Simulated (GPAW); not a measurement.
# Quasiparticle gap of SbP (buckled honeycomb monolayer) in GPAW, part 2 of 2

Wanted: ground state, empty states, screening and self-energy for SbP (buckled honeycomb monolayer).

GPAW 26.7.0; PBE and many-body steps on it, plane waves. Known limits of the many-body steps: not at the basis limit; no spin-orbit coupling.

So far. Step 3 (Ground state): The gap is indirect, with the least direct gap 0.44 eV higher. Step 4 (Empty states on the mesh, 9×9×1 mesh, 250 bands): On this mesh the gap is 1.735 eV.

## 5. Screening and self-energy, 9×9×1 mesh, 111 bands, screening to 48 eV

G0W0 replaces the xc potential by the self-energy, built once from these orbitals. Only a window of levels is corrected, while the sums run over the empty bands that the input names.

This step: G0W0 on PBE, plane waves, PAW.

Input file run.py:

```python
import json
import numpy as np
from gpaw.mpi import world
from gpaw.response.g0w0 import G0W0

gw = G0W0('full.gpw',
    filename='gw',
    kpts=[0, 5],
    bands=(8, 12),
    ecut=48,
    nbands=111,
    truncation='2D',
    integrate_gamma='sphere',
    q0_correction=True,
    frequencies={'type': 'nonlinear', 'domega0': 0.15, 'omega2': 15.0},
    eta=0.1,
    nblocksmax=True)
gw.calculate()
res = {mode: {k: v for k, v in r.items() if k != 'sigma_eskwn'}
       for mode, r in gw.all_results.items()}

if world.rank == 0:
    with open('result.json', 'w') as f:
        json.dump(res, f, default=lambda x: x.tolist())
```

Run with:

```console
> mpirun -n 4 gpaw python run.py
```

Numbers of over 12 decimals in the logs are rounded to 6 here.

What it wrote:

```text
Using integrator: PointIntegrator
NonLinearFrequencyDescriptor(from 0.000 to 76.710 eV, 165 points)
Nonperiodic BCs:  [False False  True]
Using integrator: PointIntegrator
NonLinearFrequencyDescriptor(from 0.000 to 76.710 eV, 165 points)
Nonperiodic BCs:  [False False  True]
Applying analytical 2D correction to W:
    Evaluating Gamma point contribution to W on a 15x15x1 grid
  ___  _ _ _
 |   || | | |
 | | || | | |
 |__ ||_____|
 |___|

BZ k-points: Symmetries present (total): 6

  [... matrices ...]
81 k-points: 9 x 9 x 1 Monkhorst-Pack grid
12 k-points in the irreducible part of the Brillouin zone
       k-points in crystal coordinates                weights
   0:     0.00000000    0.00000000    0.00000000          1/81
   1:     0.11111111    0.00000000    0.00000000          6/81
   2:     0.22222222   -0.11111111    0.00000000          6/81
   3:     0.22222222    0.00000000    0.00000000          6/81
   4:     0.33333333   -0.11111111    0.00000000         12/81
   5:     0.33333333    0.00000000    0.00000000          6/81
   6:     0.33333333    0.33333333    0.00000000          2/81
   7:     0.44444444   -0.22222222    0.00000000          6/81
   8:     0.44444444   -0.11111111    0.00000000         12/81
   9:     0.44444444    0.00000000    0.00000000          6/81
          ...
  11:     0.44444444    0.44444444    0.00000000          6/81

Distributing spins, k-points and bands (1 x 2 x 4) over 1 process
Number of blocks: 4

Quasi particle states:
k-points (IBZ indices): [0, 5]
Band range: (8, 12)
  [... matrices ...]
Computational parameters:
Plane wave cut-off: 48 eV
Number of bands: 111
Coulomb cutoff: 2D
Broadening: 0.1 eV

fxc modes: GW
Kernel: RPA
Using full-frequency real axis integration
Summing all q:

Calculating screened Coulomb potential
2D Coulomb truncation
NonLinearFrequencyDescriptor(from 0.000 to 76.710 eV, 165 points)
Removing empty qpoint cache files...

Calculating chi0 body with:
    Ground state adapter containing:
    Number of spins: 1
    Number of kpoints: 81
    Number of irreducible kpoints: 12
    Number of completely occupied states: 10
    Number of partially occupied states: 10
    Occupied states memory: 3.84521484375 M / cpu

    Linear response parametrization:
    q_c: [0.0, 0.0, 0.0]
    Number of frequency points: 165
    Planewave cutoff: 48.0
    Number of bands: 111
    Number of planewaves: 109
    Broadening (eta): 0.1
    comm.size: 4
    kncomm.size: 1
    blockcomm.size: 4

    Memory estimate of potentially large arrays:
        chi0_wGG: 7.478199 M / cpu
Integrating chi0 body.

Symmetries of q_c:
    Direct symmetries (Uq -> q): 6
    Indirect symmetries (TUq -> q): 6
In total 12 allowed symmetries.

  [... matrices ...]
12 groups of equivalent kpoints. 85.185185% reduction.

Integral kind: spectral function
Integrating chi0 head and wings.

Symmetries of q_c:
    Direct symmetries (Uq -> q): 6
    Indirect symmetries (TUq -> q): 6
In total 12 allowed symmetries.

  [... matrices ...]
12 groups of equivalent kpoints. 85.185185% reduction.

Integral kind: spectral function wings

Calculating chi0 body with:
    Ground state adapter containing:
    Number of spins: 1
    Number of kpoints: 81
    Number of irreducible kpoints: 12
    Number of completely occupied states: 10
    Number of partially occupied states: 10
[... the further q-points ...]

Results:
f:      Occupation numbers
eps:     KS-eigenvalues [eV]
vxc:     KS vxc [eV]
exx:     Exact exchange [eV]
sigma:   Self-energies [eV]
dsigma:  Self-energy derivatives
Z:       Renormalization factors
qp:      QP-energies [eV]

k-point 0 (0): (0.000, 0.000, 0.000)                GW
band       f     eps     vxc     exx   sigma  dsigma       Z      qp
                                                                   GW
   8   1.000  -1.843 -14.369 -15.600   0.933  -0.353   0.739  -2.064
   9   1.000  -1.843 -14.369 -15.600   0.933  -0.353   0.739  -2.064
  10   0.000   0.496 -13.232  -9.198  -2.834  -0.323   0.756   1.403
  11   0.000   1.846 -13.437  -8.939  -3.187  -0.387   0.721   2.791

k-point 1 (5): (0.333, 0.000, 0.000)                GW
band       f     eps     vxc     exx   sigma  dsigma       Z      qp
                                                                   GW
   8   1.000  -3.209 -13.649 -15.557   1.435  -0.376   0.727  -3.553
   9   1.000  -2.287 -12.760 -14.599   1.221  -0.386   0.721  -2.733
  10   0.000  -0.108 -11.419  -7.964  -2.542  -0.329   0.752   0.578
  11   0.000   1.956 -10.875  -6.668  -3.254  -0.366   0.732   2.654
```

It took 1.7 min on 4 MPI ranks of Arm Neoverse V1, shared host; peak memory 1.9 GiB.

Numbers from this step:

* G0W0 gap on the points computed: 2.642 eV
* least direct G0W0 gap on the computed points: 3.311 eV
* Z at the valence top: 0.7390
* Z at the conduction bottom: 0.7524
* starting gap on the mesh: 1.735 eV
* k of the valence top: 0, 0, 0
* k of the conduction bottom: 0.3333, 0, 0

The gap on the mesh goes from 1.74 eV to 2.64 eV, a correction of +0.91 eV.

Limits: finite bands, cutoff and mesh; no spin-orbit coupling. v1 is the top filled band, c1 the lowest empty one. Levels before and after the correction, in eV, zero at the valence-band top of each column:

```csv
,conduction bottom,valence top
Kohn-Sham,1.74,0.00
G0W0,2.64,0.00
```

```csv
,level,energy (eV)
Kohn-Sham,Γ v2-v1,0.000
Kohn-Sham,Γ c1,2.340
Kohn-Sham,Γ c2,3.690
Kohn-Sham,(0.333 0 0) v2,-1.366
Kohn-Sham,(0.333 0 0) v1,-0.444
Kohn-Sham,(0.333 0 0) c1,1.735
Kohn-Sham,(0.333 0 0) c2,3.800
G0W0,Γ v2-v1,0.000
G0W0,Γ c1,3.467
G0W0,Γ c2,4.855
G0W0,(0.333 0 0) v2,-1.489
G0W0,(0.333 0 0) v1,-0.669
G0W0,(0.333 0 0) c1,2.642
G0W0,(0.333 0 0) c2,4.717
```

## 6. Where the time went

Times are wall times on 4 MPI ranks of Arm Neoverse V1, shared host, good to a factor of about two.

```csv
step,time,share,memory (GiB)
relaxation,34 s,14 %,0.93
ground state,6.4 s,3 %,0.71
empty states on the mesh,94 s,40 %,3.9
screening and self-energy,1.7 min,43 %,1.9
```

## 7. Results

| Quantity | Value |
| --- | --- |
| PBE gap | 1.74 eV, indirect |
| G0W0 gap on the mesh | 2.64 eV |
| GW settings | 9×9×1 mesh, 111 bands, screening to 48 eV, full frequency, Hilbert transform |
| known limits | not at the basis limit; no spin-orbit coupling |

What this shows: G0W0 moves the gap on the mesh from 1.74 eV to 2.64 eV (+0.91 eV), with Z of 0.74 and 0.75 at the edges. Only 2 of the mesh's irreducible points were corrected, so a valley elsewhere could overtake. Bands and cutoff are finite, so the gap is not at the basis limit. The miss can reach some tenths of an eV and take either sign; the mesh is an error of its own. These stock PAW sets were not made for GW. In the G0W0 run levels were corrected at 2 k points alone, so a gap called «on the mesh» is the least over those, and an edge elsewhere would be missed. The many-body steps are scalar-relativistic: spin-orbit coupling is not in them.

[Paths, hosts, dates, memory and timing lines, banners, echoed tables and standing remarks are left out of the program output.]

[Logs are printed without paths, hosts, clocks, repeated set-up lines and the standing remarks that a program may print on its own settings, such as how far it seeks lower states.]

[Runs of the session that timed out or met a known fault of the program may be left out.]

[Hosts, paths, dates, database ids (printed as entryN), source tags and the programs' standing remarks are cut or masked in the printed files.]
